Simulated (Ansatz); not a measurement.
## Twisted 1T-TiS2 bilayer, 27.80° (234 atoms): a reference run and its variants

The cell holds 234 atoms: 78 Ti and 156 S. Cell: a = 21.295 Å, b = 21.295 Å, c = 20.860 Å, α = 90.0°, β = 90.0°, γ = 120.0°. It derives from TiS2 (1T-TiS2). 1T-TiS2 (a = 3.41 Å) under 1T-TiS2 (a = 3.41 Å), bilayer, commensurate cell of 39 unit cells a layer, twist 27.80 deg; facing planes 3.14 Å apart; 12 Å of vacuum; layers as built, displaced by a Gaussian of 0.01 Å. Regions: layer 1, 117 atoms (39 Ti and 78 S); layer 2, 117 atoms (39 Ti and 78 S). Vacuum lies along c.

Geometry: as built.

Reference run: Kohn-Sham DFT, PBE+D3(BJ), PAW (set soft_2), plane waves (Ansatz 0.2.0), cutoff 420 eV, k-mesh 3×3×1, fermi-dirac smearing of 0.05 eV.

- r.m.s. force component: 0.1331 eV/Å
- SCF cycles: 10
- time: 32 s on 1 × NVIDIA GB200 with 32 threads of Arm Neoverse V2, shared host

**Question.** The cell is repeated and solved at Γ. How do error, time and memory go?
- plane waves, 234 atoms (1×1×1)
- support functions, 234 atoms (1×1×1)
- support functions, 936 atoms (2×2×1)
- support functions, 2106 atoms (3×3×1)

Differences are against the typed cell on a 3×3×1 mesh, which samples like Γ on 2106 atoms (r.m.s. force component 0.133 eV/Å). Every repeated cell is solved at Γ, and forces are averaged over the copies of each atom. Hardware: 1 × NVIDIA GB200 with 32 threads of Arm Neoverse V2, shared host.

```csv
atoms,repeats,basis,"Δ force, r.m.s. (meV/Å)",Δ energy (meV/atom),less plane waves of the same size (meV/atom),spread among copies (meV/Å),SCF cycles,time,host memory (GiB),planned on the GPU (GiB)
234,1×1×1,plane waves,17.9,1.78,-,-,9,4 s,2.3,24
234,1×1×1,support functions,17.5,1.20,-0.58,-,30,11 s,2.2,9
936,2×2×1,support functions,3.04,-0.704,-,0.032,26,41 s,5.9,31
2106,3×3×1,support functions,0.419,-0.579,-,0.031,29,2.2 min,13,76
```

With support functions, the time grows as the 1.5 power of the atom count between the two largest sizes, 936 and 2106 atoms. At equal size the support functions lie 0.58 meV/atom below plane waves, likely because their grid holds more waves than 420 eV; no run tests this. At the largest size the support functions' forces differ from the reference by 0.32 % of the r.m.s. force, where they sample the same k-points.

[Logs are printed without paths, hosts, clocks, repeated set-up lines and the standing remarks that a program may print on its own settings, such as how far it seeks lower states.]

[Hosts, paths, dates, database ids (printed as entryN), source tags and the programs' standing remarks are cut or masked in the printed files.]
